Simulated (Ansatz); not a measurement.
## BiB (model cell, started as rocksalt type): the cell at rest

Wanted: the relaxed cell of BiB (model cell, started as rocksalt type).

Main program and level: Ansatz 0.2.0; DFT PBEsol, scalar-relativistic, plane waves, PAW.

The structure was built from a prototype and need not be the compound's stable phase.

## (1) The structure

The structure is cubic, space group Fm-3m (No. 225). Conventional cell: a = 5.200 Å, b = 5.200 Å, c = 5.200 Å, α = 90.00°, β = 90.00°, γ = 90.00°. Nearest to B lie 6 Bi at 2.60 Å. Nearest to Bi lie 6 B at 2.60 Å. Farther neighbours are not listed.

## (2) A coarse first look

First a cheap look: the gap decides the mesh and the occupations, the pressure tells how far the cell has to move.

Contents of input.yaml:

```yaml
crystal:
  lattice:
    - [0.0, 2.6, 2.6]
    - [2.6, 0.0, 2.6]
    - [2.6, 2.6, 0.0]
  atoms:
    - { symbol: B, position: [0.0, 0.0, 0.0] }
    - { symbol: Bi, position: [0.5, 0.5, 0.5] }
kpoints:
  mp_grid: { grid: [6, 6, 6] }
hamiltonian:
  xc: pbesol
scf:
  occupations: { method: gaussian, width: 0.1 }
output:
  forces: true
  stress: true
  eigenvalues: true
```

Run with:

```
ansatz run input.yaml --threads 4 --pin off --max-ram 7168MiB --backend cpu --events-out ev --progress --plain --runs-dir out
```

Numbers of over 12 decimals in the logs are rounded to 6 here.

The log of the run:

```text
Engine: ansatz 0.2.0, aarch64-unknown-linux-gnu
Pseudopotentials: kind: paw
Pseudopotential: B, paw, valence charge 3, recommended cutoff 420 eV (normal), B.paw.azcp
Pseudopotential: Bi, paw, valence charge 15, recommended cutoff 420 eV (normal), Bi.paw.azcp
Functional definition: PBEsol
  exchange = pbesol_x
  correlation = pbesol_c
Crystal: 2 atoms, lattice volume = 35.152 Å³
[...]
--- Band table (eV; the first three rows and the last of 16) ---
  k-point 0: bands = [... 5 lower, -1.9078, 12.4626, 12.4626, 12.4626, 13.0386, 19.3693, 19.3693, 19.3693]
  k-point 1: bands = [... 5 lower, -1.4629, 9.4896, 12.5723, 12.5723, 14.7940, 17.7183, 17.8732, 17.8732]
  k-point 2: bands = [... 5 lower, -0.1902, 6.0625, 12.9941, 12.9941, 15.2982, 15.7534, 15.7534, 16.2572]
  k-point 15: bands = [... 5 lower, 2.2462, 6.6238, 6.7685, 8.3666, 13.0498, 18.2421, 18.2619, 20.9658]
[key lines of the parts left out:]
SCF converged after 6 iterations
Free energy (F): -12392.346668 eV
Fermi energy:    12.565724 eV
P = ⅓ Tr σ = 0.7891 GPa (7.891 kbar)
```

Run time: 0.39 s. Hardware: 4 threads of Arm Neoverse V1, shared host; peak memory 0.28 GiB.

This step gave:

| Property | Result |
| --- | --- |
| pressure | 0.7891 GPa |
| volume per atom | 17.58 Å³ |
| gap on the k-mesh | 0 eV |

The coarse mesh shows no gap and a pressure of 0.8 GPa.

## (3) Bringing the structure to rest

Harmonic phonons are second derivatives at a point where the forces vanish, and they are wanted at zero stress, so atoms and cell are relaxed first.

input.yaml, the sections that differ from step 2:

```yaml
kpoints:
  mp_grid: { grid: [12, 12, 12] }
relax:
  adjacent_minimum: "off"
  f_tol: 0.005
  max_steps: 80
  cell: { stress_tol: 0.05 }
# crystal, hamiltonian, scf, output: as in step 2
```

The log of the run:

```text
[...]
Crystal: 2 atoms, lattice volume = 35.152 Å³
Basis set: ecut = 420 eV, 701 PW (Γ), exchange–correlation on 50×50×50 points (8 copies of the dense FFT grid, shifted against one another)
Bands: 13, of which v1, the nominal top of the filled ones, is band 9 counted from 1 (8 counted from 0)
Symmetry: 48 space group operations
[...]
k-points: 72 of 1728
[...]
SCF iter   1: F=—  HF=-12392.381293 eV  |F-HF|=—  |Δ(HF+E_count)|=         —  Δρ=5.37e-3  dr2=1.63e-2  ethr=1.77e-3  ⟨swp⟩=5.1  Hψ=4594  notcnv=0
[...]
SCF iter   6: F=-12392.375751 eV  HF=-12392.375751 eV  |F-HF|=6.93e-9  |Δ(HF+E_count)|=   9.40e-8  Δρ=7.38e-6  dr2=1.98e-8  ethr=5.56e-10  ⟨swp⟩=7.3  Hψ=4928  notcnv=0
SCF 1 converged in 6 iterations: F = -12392.375751 eV  dr2 = 1.98e-8
[...]
relax step   1: F+E_penalty+E_count = -12392.37575090 eV  Δ(F+E_penalty+E_count) = +0.000e0 eV  max|allowed force component| = 4.697e-29 eV/Å  Δτ_max = 0.0000 Å  P = +0.420 GPa  Ω = 35.152 Å³  (6 SCF iters, dr2 threshold 1.00e-7 eV, accepted)
Crystal: 2 atoms, lattice volume = 35.499 Å³
Basis set: ecut = 420 eV, 725 PW (Γ), exchange–correlation on 50×50×50 points (8 copies of the dense FFT grid, shifted against one another)
[...]
iter 1 solved again at ethr=2.63e-6 eV; its pass at ethr=3.10e-3 eV (dr2=4.74e-4 eV) is discarded
[...]
SCF iter   4: F=-12392.375506 eV  HF=-12392.375506 eV  |F-HF|=1.29e-8  |Δ(HF+E_count)|=   3.66e-7  Δρ=1.77e-5  dr2=1.41e-7  ethr=1.11e-9  ⟨swp⟩=6.7  Hψ=4656  notcnv=0
SCF 2 converged in 4 iterations: F = -12392.375506 eV  dr2 = 1.41e-7
relax step   2: F+E_penalty+E_count = -12392.37550636 eV  Δ(F+E_penalty+E_count) = +2.445e-4 eV  max|allowed force component| = 3.374e-29 eV/Å  Δτ_max = 0.0000 Å  P = -0.488 GPa  Ω = 35.499 Å³  energy of the carried Pulay correction = -1.616e-4 eV  (4 SCF iters, dr2 threshold 2.00e-7 eV, rejected (line search))
Crystal: 2 atoms, lattice volume = 35.312 Å³
[...]
SCF iter   7: F=-12392.375883 eV  HF=-12392.375883 eV  |F-HF|=5.46e-12  |Δ(HF+E_count)|=  5.46e-12  Δρ=4.27e-8  dr2=4.36e-13  ethr=1.00e-12  ⟨swp⟩=6.0  Hψ=4090  notcnv=0
SCF 3 converged in 7 iterations: F = -12392.375883 eV  dr2 = 4.36e-13
relax step   3: F+E_penalty+E_count = -12392.37588273 eV  Δ(F+E_penalty+E_count) = -1.318e-4 eV  max|allowed force component| = 6.345e-29 eV/Å  Δτ_max = 0.0000 Å  P = -0.004 GPa  Ω = 35.312 Å³  energy of the carried Pulay correction = -7.448e-5 eV  (7 SCF iters, accepted)
[...]
SCF iter   1: F=—  HF=-12392.375955 eV  |F-HF|=—  |Δ(HF+E_count)|=         —  Δρ=6.77e-6  dr2=2.74e-9  ethr=2.23e-7  ⟨swp⟩=3.2  Hψ=7554  notcnv=0
eigensolver tolerance schedule: the retry pair's looser diagonalisation over-reported the residual by 14624.22 of it (diagonalisation noise at an unbounded share of the residual, at the tolerance the schedule requests for it); recorded, not acted on — ethr = c·dr2/N_el stays at c = 1.0e-1
[...]
SCF iter   2: F=—  HF=-12392.375959 eV  |F-HF|=—  |Δ(HF+E_count)|=   4.42e-6  Δρ=3.70e-6  dr2=7.15e-10  ethr=1.52e-11  ⟨swp⟩=3.3  Hψ=2129  notcnv=0
SCF iter   3: F=-12392.375959 eV  HF=-12392.375959 eV  |F-HF|=1.09e-11  |Δ(HF+E_count)|=   1.24e-9  Δρ=5.18e-7  dr2=1.69e-11  ethr=1.00e-12  ⟨swp⟩=6.7  Hψ=5982  notcnv=0
SCF 4 converged in 3 iterations: F = -12392.375959 eV  dr2 = 1.69e-11
relax step   4: F+E_penalty+E_count = -12392.37595915 eV  Δ(F+E_penalty+E_count) = -7.642e-5 eV  max|allowed force component| = 4.436e-29 eV/Å  Δτ_max = 0.0000 Å  P = -0.003 GPa  Ω = 35.312 Å³  stress off target by 2.84e-3 GPa  SCF on the basis re-selected at this cell (its energy is not comparable with the rows above)  (3 SCF iters)
basis re-selected at this cell: Δ(F+E_penalty+E_count) = -7.642e-5 eV, ΔP = +0.001 GPa vs the last step (what re-selecting the basis moved, of the pressure what is left beyond the Pulay correction that the steps carried, after the strain that the cell walked since its last selection, with what the two solves' SCF thresholds leave and, on support functions, any second-order correction that the steps lacked; it is no m [...]
SCF converged after 3 iterations
Free energy (F): -12392.375959 eV
[...]
Internal energy: -12392.370794 eV  (E = F + TS)
E sigma→0 (E₀):  -12392.373376 eV
Entropy (-TS):   -0.005166 eV (-2.583 meV/atom)
Fermi energy:    12.495796 eV
[...]
--- Stress (GPa, compression-positive) ---
       -0.002841      -0.000000      -0.000000
       -0.000000      -0.002841      -0.000000
       -0.000000      -0.000000      -0.002841
  P = ⅓ Tr σ = -0.0028 GPa (-0.028 kbar)
--- Band table (eV; the first three rows and the last of 72) ---
  k-point 0: bands = [... 5 lower, -1.9467, 12.3976, 12.3976, 12.3976, 12.9254, 19.2622, 19.2622, 19.2622]
  k-point 1: bands = [... 5 lower, -1.8355, 11.1134, 12.4228, 12.4228, 13.9006, 18.6430, 18.7823, 18.7823]
  k-point 2: bands = [... 5 lower, -1.5041, 9.4158, 12.5063, 12.5063, 14.6954, 17.6305, 17.7763, 17.7763]
  k-point 71: bands = [... 5 lower, 2.2362, 6.2206, 7.4425, 7.4425, 14.6527, 16.3780, 19.6485, 19.6485]
--- Relaxed structure (3 steps of the walk, 2 accepted, 1 SCFs on fresh bases) ---
  F+E_penalty+E_count = -12392.37595915 eV   max|allowed force component| = 4.436e-29 eV/Å   (the final SCF, on the basis selected at the relaxed cell)
  cell:  # Å, volume = 35.3115 Å³
    - [0, 2.603928, 2.603928]
    - [2.603928, 0, 2.603928]
    - [2.603928, 2.603928, 0]
  atoms:
    - { symbol: B, position: [0, 0, 0] }
    - { symbol: Bi, position: [0.5, 0.5, 0.5] }
```

It took 2.8 s on 4 threads; peak memory 0.34 GiB; 9.6 s of CPU time.

Relaxation path:

```
step  energy less that of the first step (eV)  largest force component (eV/Å)  pressure (GPa)  volume (Å³)
   1                                   0.0000                          0.0000            0.42        35.15
   2                                   0.0002                          0.0000           -0.49        35.50
   3                                  -0.0001                          0.0000            0.00        35.31
  4*                                  -0.0002                          0.0000            0.00        35.31
```

Relaxation steps marked * repeat the geometry before them on a plane-wave basis chosen anew for their cell, so energy and pressure can jump there. Relaxation step 2 was tried and not accepted.

Forces are held to the 48 operations that the run works with; a distortion that breaks them can't arise in this run.

```
conventional cell, symmetrised  before  after  change
                         a (Å)   5.200  5.208  +0.2 %
                         b (Å)   5.200  5.208  +0.2 %
                         c (Å)   5.200  5.208  +0.2 %
              volume (Å³/atom)   17.58  17.66  +0.5 %
```

The relaxed structure:

```
B Bi
1.0
     0.00000    2.60393    2.60393
     2.60393    0.00000    2.60393
     2.60393    2.60393    0.00000
B Bi
1 1
Cartesian
  0.0000 0.0000 0.0000
  2.6039 2.6039 2.6039
```

This step gave:

```
pressure        : -0.002841 GPa
volume per atom : 17.66 Å³
```

In this step the volume went from 17.58 to 17.66 Å³/atom.

## (4) Relaxing to small forces for the phonons

Phonons need a cell at rest on their own settings, so the relaxation is repeated with tight tolerances on forces and stress, using the mesh and the filling of the phonon run that follows.

input.yaml, the sections that differ from step 3:

```yaml
crystal:
  lattice:
    - [0.0, 2.6039275238, 2.6039275238]
    - [2.6039275238, 0.0, 2.6039275238]
    - [2.6039275238, 2.6039275238, 0.0]
  atoms:
    - { symbol: B, position: [0.0, 0.0, 0.0] }
    - { symbol: Bi, position: [0.5, 0.5, 0.5] }
scf:
  occupations: { method: methfessel_paxton, width: 0.15 }
relax:
  adjacent_minimum: "off"
  f_tol: 0.001
  max_steps: 60
  cell: { stress_tol: 0.01 }
# kpoints, hamiltonian, output: as in step 3
```

The log of the run:

```text
[...]
Crystal: 2 atoms, lattice volume = 35.312 Å³
Basis set: ecut = 420 eV, 701 PW (Γ), exchange–correlation on 50×50×50 points (8 copies of the dense FFT grid, shifted against one another)
Bands: 13, of which v1, the nominal top of the filled ones, is band 9 counted from 1 (8 counted from 0)
[... 1 set-up line as in the run before ...]
[...]
k-points: 72 of 1728
[...]
k-point 71: bands = [... 5 lower, 2.2363, 6.2206, 7.4425, 7.4425, 14.6526, 16.3780, 19.6484, 19.6484]
--- Relaxed structure (1 steps of the walk, 1 accepted, 1 SCFs on fresh bases) ---
[...]
cell:  # Å, volume = 35.3115 Å³
    - [0.0, 2.6039275238, 2.6039275238]
    - [2.6039275238, 0.0, 2.6039275238]
    - [2.6039275238, 2.6039275238, 0.0]
  atoms:
    - { symbol: B, position: [0.0, 0.0, 0.0] }
    - { symbol: Bi, position: [0.500000, 0.500000, 0.500000] }
[key lines of the parts left out:]
SCF converged after 6 iterations
Free energy (F): -12392.373357 eV
Fermi energy:    12.499339 eV
P = ⅓ Tr σ = -0.0029 GPa (-0.029 kbar)
```

The job ended after 1.6 s (4 threads; peak memory 0.34 GiB).

Little changed from the start: no atom moved by 0.005 Å and no cell edge by 0.1 %.

Numbers from this step:

- pressure: -0.002921 GPa

The forces vanish by symmetry and the pressure is -0.003 GPa, within the tolerances set. The cell now holds 17.66 Å³/atom.

## (5) Summary of results

```json
{
  "space group after relaxation (within 0.01 Å)": "Fm-3m",
  "lattice constant a": "5.208 Å",
  "lattice constant b": "5.208 Å",
  "lattice constant c": "5.208 Å",
  "volume per atom": "17.7 Å³"
}
```

**Reading.** The forces vanish by symmetry and the pressure is -0.003 GPa, within the tolerances set. The cell now holds 17.66 Å³/atom. The relaxation keeps the symmetry of its start, so it says nothing on stability against lower symmetry. Spin-orbit coupling is left out, which can matter for the heavy elements here. The starting cell was built on a prototype and not taken from a measurement, so the phase need not exist.

[Logs are printed without paths, hosts, clocks, repeated set-up lines and the standing remarks that a program may print on its own settings, such as how far it seeks lower states.]

[Hosts, paths, dates, database ids (printed as entryN), source tags and the programs' standing remarks are cut or masked in the printed files.]
